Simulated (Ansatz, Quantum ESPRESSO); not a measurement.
# Evanescent states of KBr, rock salt type, lattice constant set to 6.796 Å, part 4 of 4

Wanted: the complex band structure of KBr, rock salt type, lattice constant set to 6.796 Å, as for a tunnel barrier.

Quantum ESPRESSO 7.5; plane-wave DFT, LDA, PseudoDojo norm-conserving pseudopotentials; cross-check by Ansatz 0.2.0 with PAW datasets.

So far. Step 2 (SCF with pw.x): The run needed 8 iterations to bring the estimated error under 1e-09 Ry. Step 5 (Complex band structure, with ikind = 1): The message: “do_cond (1): different cut-offs on left lead and scattering region”. ikind = 1 needs a scattering region, which this input doesn't give; ikind = 0 solves the crystal alone.

### 6. The same in Ansatz

As a check, the same structure is run in Ansatz.

Level of this step: plane-wave DFT, LDA, Ansatz PAW (Ansatz 0.2.0).

input.yaml

```yaml
crystal:
  lattice:
    - [4.8054976849, 0.0, 0.0]
    - [0.0, 4.8054976849, 0.0]
    - [0.0, 0.0, 6.796]
  atoms:
    - { symbol: K, position: [0.0, 0.0, 0.0] }
    - { symbol: Br, position: [0.5, 0.5, 0.0] }
    - { symbol: K, position: [0.5, 0.5, 0.5] }
    - { symbol: Br, position: [0.0, 0.0, 0.5] }
kpoints:
  mp_grid: { grid: [6, 6, 4] }
hamiltonian:
  xc: lda
scf:
  occupations: { method: fixed }
  convergence: { dr2_threshold: 1.0e-09 }
output:
  transmission:
    leads: [[0, 0]]
    kpoints: [[0, 0], [0.5, 0], [0.5, 0.5], [0.25, 0]]
    e_range: [-1.92, 7.44]
    de: 0.24
```

Launch:

```console
ansatz run input.yaml --threads 2 --pin off --max-ram 4096MiB --backend cpu --events-out ev --progress --plain --runs-dir out
```

Numbers of over 12 decimals in the logs are rounded to 6 here.

Output:

```text
Engine: ansatz 0.2.0, x86_64-unknown-linux-gnu
Pseudopotentials: kind: paw
Pseudopotential: K, paw, valence charge 9, recommended cutoff 420 eV (normal), K.paw.azcp
Pseudopotential: Br, paw, valence charge 7, recommended cutoff 420 eV (normal), Br.paw.azcp
Functional definition: SPW92
  exchange = slater_x
  correlation = pw_c
Crystal: 4 atoms, lattice volume = 156.939 Å³
Basis set: ecut = 420 eV, 2995 PW (Γ)
Bands: 20, of which v1, the nominal top of the filled ones, is band 16 counted from 1 (15 counted from 0)
Symmetry: 32 space group operations
Space group: Fm-3m (ITA 225), of the structure as read, at distance tolerance 5.4e-5 Å
k-points: 30 of 144
Non-local potential: K, projectors of the file, l = 0: 3, l = 1: 2, l = 2: 2
Non-local potential: Br, projectors of the file, l = 0: 2, l = 1: 2, l = 2: 2
PAW form: soft (Blöchl's): semilocal exchange-correlation on the pseudo side does not see the compensation charge
PAW frozen core: K, regenerated for the run's functional, and the local potential with it (the file was generated under x = pbe(κ = 0.804, μ = 0.219515), c = pbe(β = 0.066725))
PAW frozen core: Br, regenerated for the run's functional, and the local potential with it (the file was generated under x = pbe(κ = 0.804, μ = 0.219515), c = pbe(β = 0.066725))
PAW one-centre angular grid: K, 110 points (default); XC on 64 Gauss nodes
PAW one-centre angular grid: Br, 110 points (default); XC on 64 Gauss nodes
Initial density: superposition of atomic densities (neutral atoms: chi_scale 0, normalization atom), corrected by the library's trained network
Initial wavefunctions: pseudopotential atomic-orbital guess
Functional: x = slater, c = lda
SCF iter   1: F=—  HF=-8387.028728 eV  |F-HF|=—  |Δ(HF+E_count)|=         —  Δρ=4.42e-3  dr2=1.95e-2  ethr=1.77e-3  ⟨swp⟩=5.4  Hψ=2794  notcnv=0  defer=55
preconditioner: auto → Resta (q_TF=auto, 2.093 Å⁻¹)  ε∞=2.4  [insulator: Δε(μ)=3.782 eV  Ē_g=13.241 eV  n_scr=28 (ndim 8)  ℏωp=15.7 eV  f_vac=0.087  ε∞_Penn≈2.4]
SCF iter   2: F=—  HF=-8387.024356 eV  |F-HF|=—  |Δ(HF+E_count)|=   4.37e-3  Δρ=2.35e-3  dr2=5.54e-3  ethr=6.08e-5  ⟨swp⟩=1.8  Hψ=898  notcnv=0  defer=58
SCF iter   3: F=—  HF=-8387.022955 eV  |F-HF|=—  |Δ(HF+E_count)|=   1.40e-3  Δρ=1.50e-4  dr2=3.94e-5  ethr=1.73e-5  ⟨swp⟩=2.2  Hψ=765  notcnv=0  defer=58
SCF iter   4: F=—  HF=-8387.022973 eV  |F-HF|=—  |Δ(HF+E_count)|=   1.86e-5  Δρ=4.71e-5  dr2=2.95e-6  ethr=1.23e-7  ⟨swp⟩=2.5  Hψ=1097  notcnv=0  defer=53
SCF iter   5: F=—  HF=-8387.022980 eV  |F-HF|=—  |Δ(HF+E_count)|=   6.59e-6  Δρ=9.83e-6  dr2=1.94e-7  ethr=9.20e-9  ⟨swp⟩=2.0  Hψ=803  notcnv=0  defer=32
SCF iter   6: F=—  HF=-8387.022980 eV  |F-HF|=—  |Δ(HF+E_count)|=   2.65e-8  Δρ=2.62e-6  dr2=8.13e-9  ethr=6.05e-10  ⟨swp⟩=2.0  Hψ=907  notcnv=0  defer=33
SCF iter   7: F=-8387.022980 eV  HF=-8387.022980 eV  |F-HF|=2.42e-10  |Δ(HF+E_count)|=   1.26e-8  Δρ=3.90e-7  dr2=1.98e-10  ethr=3.13e-12  ⟨swp⟩=6.9  Hψ=2458  notcnv=0
SCF 1 converged in 7 iterations: F = -8387.022980 eV  dr2 = 1.98e-10
  greatest PAW one-centre occupation: 0.985 electrons in one spin orbital (limit 2), on the K atom at site 2 (counted from 0), in its partial waves of l = 0
transmission: 11 of 44 steps passed
transmission: 22 of 44 steps passed
transmission: 33 of 44 steps passed
transmission: 44 of 44 steps passed
SCF converged after 7 iterations
Free energy (F): -8387.022980 eV
Harris-Foulkes:  -8387.022980 eV  (|F-HF|=2.42e-10)
Internal energy: -8387.022980 eV  (E = F + TS)
E sigma→0 (E₀):  -8387.022980 eV
Fermi energy:    0.228051 eV
--- Per-component energies (eV) ---
  E_band       = -293.567940
  E_kinetic    = 773.791483
  E_local      = -1754.335840  (includes V_loc(G=0)·N_el)
  E_nonlocal   = 173.768128
  E_hartree    = 567.363389
  E_xc         = -788.226716
  E_vxc        = -536.532300  (∫ρ·V_xc dr)
  E_paw        = -5806.483721  (= ΣΔE_a)
  E_vpaw       = -84.986427  (= ΣTr[D̂ρ^β])
  E_aug_tail   = -0.000008  (compensation charges beyond the density's cutoff)
  E_ewald      = -1553.827717
  E_core_change = 0.928022  (= ΣΔE_core)
  E_smearing   = -0.000000  (= −TS)
  E_closure    = -0.000000  (closes the sum)
  Σ components = -8387.022980   (vs F -8387.022980, Δ=0.00e0)
--- Band table (eV; the first three rows and the last of 30) ---
  k-point 0: bands = [... 12 lower, -0.0384, 0.2280, 0.2280, 0.2281, 4.0488, 5.8792, 6.7755, 7.5573]
  k-point 1: bands = [... 12 lower, -0.0070, -0.0070, 0.1804, 0.1804, 4.5186, 6.0448, 6.3910, 7.1693]
  k-point 2: bands = [... 12 lower, 0.0787, 0.0787, 0.0787, 0.0787, 5.4697, 5.4697, 6.5164, 6.5164]
  k-point 29: bands = [... 12 lower, -0.3182, -0.3182, -0.2517, -0.2517, 7.2181, 7.2181, 7.2181, 7.2181]
--- Transmission ---
  basis      : 197 plane waves across, 11 finite elements along
  points     : 4, as listed
  energies   : 40 from -1.920000 to 7.440000 eV about the Fermi level, 0.240000 eV apart; the leads are filled to 1.910392 eV, and channels, transmission and decay are at 1.920000 eV
  crystal 0  : K2Br2, at the sites [0, 0], period 6.7960 Å: whole cells are its period
    offset         : up to 0.0000 Å between an atom of the period and one for which it stands
    channels       : 0.000000e0 a spin
    conductance    : none, the energies end too early or step too widely for 300 K: set another output.transmission.e_range or a lower de, or, where they end at an eighth of basis.ecutwfc, a higher one
    slowest decay  : 0.3131 /Å at (0.0000, 0.0000)
```

Run time: 42 s. Hardware: 2 threads of Intel Xeon Platinum 8488C (Sapphire Rapids), shared host; peak memory 0.69 GiB; 60 s of CPU time.

Numbers from this step:

* free energy: -8387.0230 eV
* gap by band count: 3.821 eV
* symmetry operations: 32
* slowest decay at the grid energy nearest mid-gap: 0.3131 Å⁻¹
* peak of the smallest κ at the zone centre: 0.3146 Å⁻¹
* peak of the smallest κ at (1/2, 0): 0.6315 Å⁻¹
* peak of the smallest κ at (1/2, 1/2): 0.4584 Å⁻¹
* peak of the smallest κ at (1/4, 0): 0.4147 Å⁻¹
* valence top, on the run's zero: 0.2281 eV

K across = (0, 0) in the cell's reciprocal vectors; values within 0.0025 1/Å of each other count once, columns are sorted by size at each energy, a dash where no further value was kept. The Im kz of the slowest decaying states by energy, zero at the highest filled level of the SCF mesh:

```
energy (eV)  decay 1 (Å⁻¹)  decay 2 (Å⁻¹)  decay 3 (Å⁻¹)
      -1.92          0.516           1.08           1.45
      -1.68          0.481           1.04           1.43
      -1.44          0.438           1.01           1.41
      -1.20          0.381          0.963           1.39
      -0.96          0.293          0.912           1.36
      -0.72          0.219          0.847           1.34
      -0.48          0.382          0.601          0.900
      -0.24          0.440          0.979           1.29
       0.00        0.00477         0.0092          0.475
       0.24          0.179          0.420          0.498
       0.72          0.269          0.528          0.585
       0.96          0.290          0.537          0.622
       1.20          0.304          0.543          0.647
       1.44          0.312          0.548          0.662
       1.68          0.315          0.550          0.672
       1.92          0.313          0.551          0.678
       2.16          0.307          0.551          0.679
       2.40          0.298          0.549          0.678
       2.64          0.283          0.546          0.675
       2.88          0.263          0.542          0.669
       3.12          0.236          0.537          0.661
       3.36          0.199          0.531          0.651
       3.60          0.143          0.523          0.640
       3.84          0.515          0.627          0.736
       4.08          0.506          0.612          0.687
       4.32          0.495          0.596          0.635
       4.56          0.483          0.577          0.715
       4.80          0.470          0.511          0.557
       5.28          0.341          0.440          0.511
       5.52          0.204          0.422          0.485
       5.76          0.402          0.455          0.559
       6.00          0.379          0.423          0.528
       6.24          0.352          0.386          0.496
       6.48          0.317          0.344          0.464
       6.72          0.178          0.252          0.294
       6.96          0.230          0.234          0.393
       7.20          0.137          0.239          0.353
       7.44          0.108          0.234          0.308
```

K across = (0, 0) in the cell's reciprocal vectors. Re kz of states that move upwards against energy, zero at the highest filled level of the SCF mesh:

```
energy (eV)  channel 1 (Å⁻¹)  channel 2 (Å⁻¹)  channel 3 (Å⁻¹)
      -1.92                -                -                -
      -1.68                -                -                -
      -1.44                -                -                -
      -1.20                -                -                -
      -0.96                -                -                -
      -0.72            0.377                -                -
      -0.48           -0.347                -                -
      -0.24           -0.215            0.212            0.212
       0.00                -                -                -
       0.24                -                -                -
       0.72                -                -                -
       0.96                -                -                -
       1.20                -                -                -
       1.44                -                -                -
       1.68                -                -                -
       1.92                -                -                -
       2.16                -                -                -
       2.40                -                -                -
       2.64                -                -                -
       2.88                -                -                -
       3.12                -                -                -
       3.36                -                -                -
       3.60                -                -                -
       3.84           0.0438                -                -
       4.08            0.166                -                -
       4.32            0.239                -                -
       4.56            0.302                -                -
       4.80            0.360                -                -
       5.28           -0.453                -                -
       5.52           -0.398                -                -
       5.76           -0.340            0.187                -
       6.00           -0.278            0.338                -
       6.24           -0.206            0.443                -
       6.48           -0.392          -0.0979                -
       6.72           -0.308                -                -
       6.96           -0.224                -                -
       7.20           -0.124                -                -
       7.44            0.128            0.128                -
```

K across = (1/2, 0) in the cell's reciprocal vectors; values within 0.0025 1/Å of each other count once, columns are sorted by size at each energy, a dash where no further value was kept. The Im kz of the slowest decaying states by energy, zero at the highest filled level of the SCF mesh:

```
energy (eV)  decay 1 (Å⁻¹)  decay 2 (Å⁻¹)  decay 3 (Å⁻¹)
      -1.92          0.463           1.03           1.05
      -1.68          0.411           1.00           1.01
      -1.20          0.211          0.924          0.930
      -0.96          0.867          0.886              -
      -0.72          0.160          0.790          0.831
      -0.24          0.266          0.406          0.613
       0.00          0.556          0.683              -
       0.24          0.603          0.760           1.49
       0.72          0.591          0.711          0.827
       0.96          0.576          0.753          0.844
       1.20          0.571          0.777          0.855
       1.68          0.567          0.802          0.864
       1.92          0.566          0.808          0.865
       2.16          0.564          0.812          0.864
       2.64          0.559          0.813          0.855
       2.88          0.555          0.811          0.849
       3.36          0.546          0.808          0.832
       3.60          0.540          0.808          0.821
       3.84          0.534          0.810          0.986
       4.32          0.522          0.784          0.842
       4.56          0.515          0.769          0.809
       4.80          0.509          0.753          0.773
       5.28          0.501          0.685          0.717
       5.52          0.501          0.627          0.697
       5.76          0.502          0.554          0.676
       6.24         0.0312          0.486          0.628
       6.48          0.174          0.468          0.601
       6.72          0.167          0.444          0.572
       7.20          0.381          0.504          0.650
       7.44          0.340          0.464          0.619
```

K across = (1/2, 1/2) in the cell's reciprocal vectors; values within 0.0025 1/Å of each other count once, columns are sorted by size at each energy, a dash where no further value was kept. Im kz of the slowest decaying states against energy, zero at the highest filled level of the SCF mesh:

```
energy (eV)  decay 1 (Å⁻¹)  decay 2 (Å⁻¹)  decay 3 (Å⁻¹)
      -1.92          0.540           1.02              -
      -1.44          0.473          0.778           1.09
      -0.96          0.370          0.416           1.16
      -0.48        0.00693           1.19              -
      -0.24         0.0991          0.117           1.20
       0.00          0.271          0.334           1.20
       0.24          0.336          0.421           1.21
       0.72          0.403          0.506           1.21
       1.20          0.436          0.541           1.21
       1.68          0.452          0.553           1.20
       2.16          0.458          0.549           1.20
       2.64          0.457          0.533           1.18
       2.88          0.453          0.522           1.18
       3.36          0.442          0.491           1.16
       3.84          0.425          0.450           1.15
       4.32          0.397          0.401           1.13
       4.80          0.326          0.369           1.06
       5.28          0.221          0.327          0.997
       5.76          0.269          0.926           1.06
       6.00          0.230          0.887           1.05
       6.48         0.0849          0.806           1.03
       6.96          0.715           1.01           1.05
       7.44          0.614          0.980           1.19
```

K across = (1/4, 0) in the cell's reciprocal vectors; values within 0.0025 1/Å of each other count once, columns are sorted by size at each energy, a dash where no further value was kept. The Im kz of the slowest decaying states by energy, zero at the highest filled level of the SCF mesh:

```
energy (eV)  decay 1 (Å⁻¹)  decay 2 (Å⁻¹)  decay 3 (Å⁻¹)
      -1.92          0.493           1.06           1.06
      -1.68          0.451           1.02              -
      -1.20          0.322          0.944          0.950
      -0.96          0.187          0.890          0.904
      -0.72          0.820          0.850           1.42
      -0.24          0.206          0.679          0.821
       0.00          0.289          0.362          0.581
       0.24          0.342          0.466          0.537
       0.72          0.384          0.563          0.609
       0.96          0.397          0.565          0.641
       1.20          0.406          0.568          0.662
       1.68          0.415          0.569          0.684
       1.92          0.415          0.568          0.687
       2.16          0.412          0.567          0.687
       2.64          0.400          0.560          0.679
       2.88          0.389          0.556          0.671
       3.36          0.359          0.544          0.649
       3.60          0.337          0.536          0.635
       3.84          0.309          0.528          0.619
       4.32          0.222          0.508          0.582
       4.56          0.140          0.497          0.560
       4.80          0.484          0.537          0.613
       5.28          0.455          0.485          0.570
       5.52          0.439          0.456          0.545
       5.76          0.420          0.425          0.486
       6.24          0.152          0.350          0.379
       6.48          0.132          0.301          0.354
       6.72         0.0910          0.236          0.326
       7.20          0.111          0.254          0.269
       7.44          0.164          0.188          0.204
```

### 7. Worked from the printed numbers

T falls as exp(−2κd). With κ = 0.313 1/Å, 10 Å of barrier pass exp(−2 × 0.313 × 10) = 0.0019 of that channel, interfaces aside.

### 8. Outcome

| Quantity | Value |
| --- | --- |
| gap on the SCF mesh | 3.82 eV |
| smallest κ at mid-gap among the four k points, at the zone centre | 0.313 Å⁻¹ |
| peak of the smallest κ in the stop band at the zone centre | 0.315 Å⁻¹ |
| peak of the smallest κ in the stop band at (1/2, 0) | 0.632 Å⁻¹ |
| peak of the smallest κ in the stop band at (1/2, 1/2) | 0.458 Å⁻¹ |
| peak of the smallest κ in the stop band at (1/4, 0) | 0.415 Å⁻¹ |
| energy of the peak at the zone centre, over the highest filled level | 1.68 eV |
| peak at the zone centre by Ansatz | 0.315 Å⁻¹ |

**Reading.** With a gap of 3.82 eV on the mesh, the smallest κ at mid-gap among the four k points, at the zone centre is 0.313 Å⁻¹ (LDA, PseudoDojo norm-conserving). For a barrier with the Fermi level at mid-gap the slowest state found, at the zone centre, loses a factor of ten in probability every 3.7 Å or so. Stop bands away from the zone centre are mostly wider than the gap, so their peaks can lie above the conduction bottom. At the zone centre pwcond's peak is 0.315 and Ansatz's 0.315 1/Å, 0 % apart. The cell is the a/√2 one, turned by 45°, with two primitive cells, so X along [001] folds onto kz = 0. A semilocal gap is too small, often by a third to a half and by more in narrow-gap crystals, so real barriers decay faster. Spin-orbit coupling is left out; depending on the atoms that carry the levels of interest, it can split and shift them by tens to hundreds of meV.

[Logs are printed without paths, hosts, clocks, repeated set-up lines and the standing remarks that a program may print on its own settings, such as how far it seeks lower states.]

[Hosts, paths, dates, database ids (printed as entryN), source tags and the programs' standing remarks are cut or masked in the printed files.]

[Maps of the electrostatic potential energy from Ansatz leave out the sawtooth potential of an applied field or a dipole correction, so their vacuum need not be flat; planar profiles and work functions include it.]
